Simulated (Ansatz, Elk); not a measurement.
**BaZn6Si: X-ray structure factors from the self-consistent density**

The structure of BaZn6Si used here is made up (a known structure type with other elements) and was relaxed beforehand with PBE. The aim is the Fourier transform of its all-electron density, F(hkl), set beside the sum over free spherical atoms that refinements use.

Main program and level: Elk 11.2.3 (patched build); DFT, PBE, all-electron APW+lo, Dirac cores, scalar-relativistic bands, static density, no spin.

The structure was built from a prototype and need not be the compound's stable phase.

### Step 1. The structure

It takes space group Amm2 (No. 38, orthorhombic). Conventional cell: a = 4.367 Å, b = 5.193 Å, c = 15.549 Å, α = 90.00°, β = 90.00°, γ = 90.00°. Nearest to Ba lie 2 Si at 3.37 Å and 8 Zn at 3.47 to 3.67 Å. Zn has 6 Zn at 2.60 to 2.64 Å nearest. Zn has 8 Zn at 2.60 to 2.99 Å and 2 Ba at 3.48 Å nearest. Zn has 6 Zn at 2.49 to 2.99 Å and 2 Si at 2.58 Å and 2 Ba at 3.47 Å nearest. Nearest to Zn lie 8 Zn at 2.55 to 2.93 Å and 1 Si at 2.57 Å and 1 Ba at 3.67 Å. Si has 6 Zn at 2.57 to 2.58 Å and 2 Ba at 3.37 Å nearest. Farther neighbours are not listed.

Structure file:

```cif
data_structure
_symmetry_space_group_name_H-M 'P 1'
_symmetry_Int_Tables_number 1
_cell_length_a 4.3673
_cell_length_b 8.1969
_cell_length_c 8.1969
_cell_angle_alpha 36.938
_cell_angle_beta 90.000
_cell_angle_gamma 90.000
_cell_volume 176.34
loop_
_atom_site_label
_atom_site_type_symbol
_atom_site_fract_x
_atom_site_fract_y
_atom_site_fract_z
_atom_site_occupancy
Ba1 Ba 0.50000 0.20538 0.20538 1
Zn2 Zn 0.00000 0.87708 0.87708 1
Zn3 Zn 0.00000 0.37938 0.37938 1
Zn4 Zn 0.00000 0.29122 0.81133 1
Zn5 Zn 0.00000 0.81133 0.29122 1
Zn6 Zn 0.50000 0.17095 0.67983 1
Zn7 Zn 0.50000 0.67983 0.17095 1
Si8 Si 0.50000 0.56704 0.56704 1
```

### Step 2. Ground state and structure factors

An all-electron density is needed, since X-rays see the cores too. Task 0 finds the density and task 195 Fourier-transforms it; tshift is off so that phases refer to the origin typed.

elk.in reads:

```
tasks
  0
  195

xctype
  20

spinpol
  .false.

rgkmax
  7.0

gmaxvr
  14.0

lmaxo
  7

lmaxapw
  8

swidth
  0.002

tshift
  .false.

ramdisk
  .false.

hmaxvr
  5.5

maxscl
  120

epspot
  1e-06

sppath
  './'

avec
  8.25306787231 0.00000000000 -0.00000000000
  -0.00000000000 4.90705950600 14.69214481535
  -0.00000000000 -4.90705950600 14.69214481535

atoms
  3
  'Ba.in'
  1
  0.5000000000 0.2053825513 0.2053825513   0.000000 0.000000 0.000000
  'Zn.in'
  6
  -0.0000000000 0.8770789914 0.8770789914   0.000000 0.000000 0.000000
  -0.0000000000 0.3793799933 0.3793799933   0.000000 0.000000 0.000000
  0.0000000000 0.2912165551 0.8113297518   0.000000 0.000000 0.000000
  0.0000000000 0.8113297518 0.2912165551   0.000000 0.000000 0.000000
  0.5000000000 0.1709484228 0.6798261708   0.000000 0.000000 0.000000
  0.5000000000 0.6798261708 0.1709484228   0.000000 0.000000 0.000000
  'Si.in'
  1
  0.5000000000 0.5670375635 0.5670375635   0.000000 0.000000 0.000000

ngridk
  5 5 5
```

The run is started by

```
$ OMP_NUM_THREADS=4 elk
```

Numbers of over 12 decimals in the logs are rounded to 6 here.

Output:

```text
┌─────────────────────────┐
│ Elk code version 11.2.3 │
└─────────────────────────┘

All units are atomic (Hartree, Bohr, etc.)

┌─────────────────────────────────────────────────┐
│ Ground-state run starting from atomic densities │
└─────────────────────────────────────────────────┘

Lattice vectors :
   8.253067872       0.000000000      -0.000000000
  -0.000000000       4.907059506       14.69214482
  -0.000000000      -4.907059506       14.69214482

Reciprocal lattice vectors :
  0.7613151139       0.000000000       0.000000000
   0.000000000      0.6402189845      0.2138280485
   0.000000000     -0.6402189845      0.2138280485

Unit cell volume      :    1190.013634
Brillouin zone volume :   0.2084431693

Muffin-tin inner radius fraction :   0.1000000000E-01

Nuclei treated as point charges

Species : 1 (Ba)
 parameters loaded from : Ba.in
 name : barium
 nuclear charge    :   -56.00000000
 electronic charge :    56.00000000
 atomic mass :    250331.8071
 muffin-tin radius :    2.800000000
 number of radial points in muffin-tin :   1393
 inner part over the whole radius :   0.9950032293E-02
 number on inner part of muffin-tin    :    996
 approximate nuclear radius :   0.9171481901E-04
 number of mesh points to nuclear radius :    504
 atomic positions (lattice), magnetic fields (Cartesian) :
  1 :   0.50000000  0.20538255  0.20538255    0.00000000  0.00000000  0.00000000

Species : 2 (Zn)
 parameters loaded from : Zn.in
 name : zinc
 nuclear charge    :   -30.00000000
 electronic charge :    30.00000000
 atomic mass :    119233.3130
 muffin-tin radius :    2.329833100
 number of radial points in muffin-tin :    993
 inner part over the whole radius :   0.9930194240E-02
 number on inner part of muffin-tin    :    701
 approximate nuclear radius :   0.7484757725E-04
 number of mesh points to nuclear radius :    338
 atomic positions (lattice), magnetic fields (Cartesian) :
  1 :   0.00000000  0.87707899  0.87707899    0.00000000  0.00000000  0.00000000
  2 :   0.00000000  0.37937999  0.37937999    0.00000000  0.00000000  0.00000000
  3 :   0.00000000  0.29121656  0.81132975    0.00000000  0.00000000  0.00000000
  4 :   0.00000000  0.81132975  0.29121656    0.00000000  0.00000000  0.00000000
  5 :   0.50000000  0.17094842  0.67982617    0.00000000  0.00000000  0.00000000
  6 :   0.50000000  0.67982617  0.17094842    0.00000000  0.00000000  0.00000000

Species : 3 (Si)
 parameters loaded from : Si.in
 name : silicon
 nuclear charge    :   -14.00000000
 electronic charge :    14.00000000
 atomic mass :    51196.73458
 muffin-tin radius :    2.200000000
 number of radial points in muffin-tin :    793
 inner part over the whole radius :   0.9899632250E-02
 number on inner part of muffin-tin    :    553
 approximate nuclear radius :   0.5963282101E-04
 number of mesh points to nuclear radius :    246
 atomic positions (lattice), magnetic fields (Cartesian) :
  1 :   0.50000000  0.56703756  0.56703756    0.00000000  0.00000000  0.00000000

Total number of atoms per unit cell :    8
Total muffin-tin volume :    454.3987620
 ratio of muffin-tin to unit cell volume :   0.3818433242

Spin treatment :
 spin-unpolarised

Number of Bravais lattice symmetries :    8
Number of crystal symmetries         :    4
Crystal has no inversion symmetry
Complex Hermitian eigensolver will be used

k-point grid :      5     5     5
k-point offset :    0.000000000       0.000000000       0.000000000
k-point set is reduced with full crystal symmetry group
Total number of k-points :       45

Muffin-tin radius times maximum |G+k| :    7.000000000
 using average radius
Maximum |G+k| for APW functions       :    2.950629861
Maximum (1/2)|G+k|²                   :    4.353108288
Maximum |G| for potential and density :    14.00000000
Constant for pseudocharge density :   10
 order of it for each species :   17  17  17
 order of it for pair densities of each species (exact exchange by exxq0 0: 18) :   14   9   8
Radial integration step length :    1

[...]
electron entropic           :    -0.11012168289855E-02
 total energy                :     -19207.358530182

Density of states at Fermi energy :    79.76221145
 (states/Hartree/unit cell)

Estimated indirect band gap :   0.2424885690E-02
 from k-point 38 to k-point 31
Estimated direct band gap   :   0.4248516032E-02
 at k-point 31

Charges :
 core                        :    118.0000000
 valence                     :    132.0000000
 interstitial                :    11.83341364
 muffin-tins (core leakage)
  species : 1 (Ba)
[...]
species : 2 (Zn)
[...]
species : 3 (Si)
[...]
total in muffin-tins        :    238.1665864
 total calculated charge     :    249.9976036
 total charge                :    250.0000000
 error                       :   0.2396443151E-02

RMS change in Kohn-Sham potential (target) :   0.2541332960     (  0.1000000000E-05)
Absolute change in total energy (target)   :   0.4096092296     (  0.1000000000E-03)

[... loops 3 to 17 left out ...]

┌──────────────────┐
│ Loop number : 18 │
└──────────────────┘

Energies :
 Fermi                       :     0.192020
 sum of occupied eigenvalues :     -11350.203040915
 electron kinetic            :      19953.207473631
 core electron kinetic       :      18402.815256647
 Coulomb                     :     -38510.102246670
 Coulomb potential           :     -30458.502068322
 nuclear-nuclear             :     -2047.8245847663
 electron-nuclear            :     -42513.942430256
 Hartree                     :      6051.6647683520
 Madelung                    :     -23280.851212509
 xc potential                :     -844.90844622362
 exchange                    :     -636.87125472095
 correlation                 :     -12.296950005534
 electron entropic           :    -0.12070648366372E-02
 total energy                :     -19206.064184831

Density of states at Fermi energy :    93.37032794
 (states/Hartree/unit cell)

Estimated indirect band gap :   0.5292841508E-03
 from k-point 29 to k-point 31
Estimated direct band gap   :   0.5868732197E-02
 at k-point 31

Charges :
 core                        :    118.0000000
 valence                     :    132.0000000
 interstitial                :    11.38716584
 muffin-tins (core leakage)
  species : 1 (Ba)
[...]
species : 2 (Zn)
[...]
species : 3 (Si)
[...]
total in muffin-tins        :    238.6128342
 total calculated charge     :    249.9976647
 total charge                :    250.0000000
 error                       :   0.2335263497E-02

RMS change in Kohn-Sham potential (target) :   0.3356132002E-06 (  0.1000000000E-05)
Absolute change in total energy (target)   :   0.9502121247E-04 (  0.1000000000E-03)

Convergence targets achieved

┌──────────────────┐
│ Loop number : 19 │
└──────────────────┘

Energies :
 Fermi                       :     0.192020
 sum of occupied eigenvalues :     -11350.203028984
 electron kinetic            :      19953.207458713
 core electron kinetic       :      18402.815246748
 Coulomb                     :     -38510.102262500
 Coulomb potential           :     -30458.502061670
 nuclear-nuclear             :     -2047.8245847663
 electron-nuclear            :     -42513.942466738
 Hartree                     :      6051.6647890040
 Madelung                    :     -23280.851231665
 xc potential                :     -844.90842602690
 exchange                    :     -636.87125552856
 correlation                 :     -12.296950011798
 electron entropic           :    -0.12070657698631E-02
 total energy                :     -19206.064216394

Density of states at Fermi energy :    93.37042360
 (states/Hartree/unit cell)

Estimated indirect band gap :   0.5292958471E-03
 from k-point 29 to k-point 31
Estimated direct band gap   :   0.5868743775E-02
 at k-point 31

Charges :
 core                        :    118.0000000
 valence                     :    132.0000000
 interstitial                :    11.38716492
 muffin-tins (core leakage)
  species : 1 (Ba)
[...]
species : 2 (Zn)
[...]
atom 5                    :    28.81985489     (  0.1219589490E-03)
   atom 6                    :    28.81985489     (  0.1219589490E-03)
  species : 3 (Si)
   atom 1                    :    12.16819329     (  0.1328986866E-02)
 total in muffin-tins        :    238.6128351
 total calculated charge     :    249.9976647
 total charge                :    250.0000000
 error                       :   0.2335264275E-02

┌──────────────────────────────┐
│ Self-consistent loop stopped │
└──────────────────────────────┘

Warning : core states of species 2 leak from the muffin-tin :   0.1219589490E-03

Warning : core states of species 3 leak from the muffin-tin :   0.1328986866E-02

Wrote STATE.OUT
```

Elapsed: 2 min, on 4 threads of Intel Xeon 6975P-C (Granite Rapids), shared host; peak memory 0.41 GiB.

SFACRHO.OUT:

```text

h k l indices transformed by vhmat matrix:
   1.000000000       0.000000000       0.000000000    
   0.000000000       1.000000000       0.000000000    
   0.000000000       0.000000000       1.000000000    

      h      k      l  multipl.   |H|            Re(F)            Im(F)           |F|

      0      0      0      1   0.0000000       250.00000     -0.76783455E-16   250.00000    
      0     -1     -1      1  0.42765610       46.624523       31.593945       56.320720    
      0      1      1      1  0.42765610       46.624523      -31.593945       56.320720    
      0      0     -1      2  0.67498354       7.4516191      -44.407912       45.028761    
      0      1      0      2  0.67498354       7.4516191       44.407912       45.028761    
     -1      0      0      2  0.76131511      -7.4481240      0.35814333E-13   7.4481240    
      0      2      2      1  0.85531219      -34.914874      -36.872912       50.780509    
      0     -2     -2      1  0.85531219      -34.914874       36.872912       50.780509    
     -1     -1     -1      2  0.87320699       47.304848       12.818933       49.010955    
      1      1      1      2  0.87320699       47.304848      -12.818933       49.010955    
      0      2      1      2  0.90630142      -38.425045      -41.228646       56.358543    
      0     -1     -2      2  0.90630142      -38.425045       41.228646       56.358543    
      1      1      0      4   1.0174495      -1.7054532      -39.963325       39.999699    
     -1      0     -1      4   1.0174495      -1.7054532       39.963325       39.999699    
      1     -2     -2      2   1.1450588      -40.084979      -123.95995       130.27999    
      1      2      2      2   1.1450588      -40.084979       123.95995       130.27999    
     -1     -2     -1      4   1.1836313       38.143869      -45.147140       59.103459    
     -1      1      2      4   1.1836313       38.143869       45.147140       59.103459
```

Elk indexes on the primitive cell of elk.in and gives |H| = 4π sin θ/λ in inverse bohr. Below, one row stands for each form hkl of the conventional cell (m members, Friedel mates merged), F is for one primitive cell and the density is static (no thermal factor). Free-atom factors are Waasmaier and Kirfel's, and R is Σm||F|−|F'||/Σm|F|.

| hkl | m | sin θ/λ (Å⁻¹) | abs F, DFT | neutral atoms | diff. | abs of complex diff. |
| --- | --- | --- | --- | --- | --- | --- |
| 002 | 2 | 0.064 | 56.321 | 56.421 | -0.100 | 0.177 |
| 011 | 4 | 0.102 | 45.029 | 44.838 | +0.191 | 0.221 |
| 100 | 2 | 0.115 | 7.448 | 7.036 | +0.413 | 0.413 |
| 004 | 2 | 0.129 | 50.781 | 50.775 | +0.005 | 0.346 |
| 102 | 4 | 0.131 | 49.011 | 49.026 | -0.016 | 0.204 |
| 013 | 4 | 0.136 | 56.358 | 56.192 | +0.166 | 0.204 |
| 111 | 8 | 0.153 | 40.000 | 40.036 | -0.036 | 0.161 |
| 104 | 4 | 0.172 | 130.280 | 130.685 | -0.405 | 0.410 |
| 113 | 8 | 0.178 | 59.103 | 58.997 | +0.106 | 0.118 |
| 015 | 4 | 0.187 | 49.817 | 49.929 | -0.112 | 0.119 |
| 020 | 2 | 0.193 | 6.661 | 6.258 | +0.403 | 0.403 |
| 006 | 2 | 0.193 | 147.616 | 148.237 | -0.621 | 0.633 |
| 022 | 4 | 0.203 | 95.898 | 96.417 | -0.519 | 0.602 |
| 115 | 8 | 0.220 | 46.034 | 45.983 | +0.052 | 0.142 |
| 120 | 4 | 0.224 | 5.620 | 5.178 | +0.442 | 0.442 |
| 106 | 4 | 0.224 | 61.457 | 62.348 | -0.891 | 0.898 |
| 200 | 2 | 0.229 | 189.978 | 191.328 | -1.350 | 1.350 |
| 024 | 4 | 0.232 | 42.845 | 43.043 | -0.198 | 0.469 |

(Part 1 of 2 ends here.)

[Logs are printed without paths, hosts, clocks, repeated set-up lines and the standing remarks that a program may print on its own settings, such as how far it seeks lower states.]

[Hosts, paths, dates, database ids (printed as entryN), source tags and the programs' standing remarks are cut or masked in the printed files.]
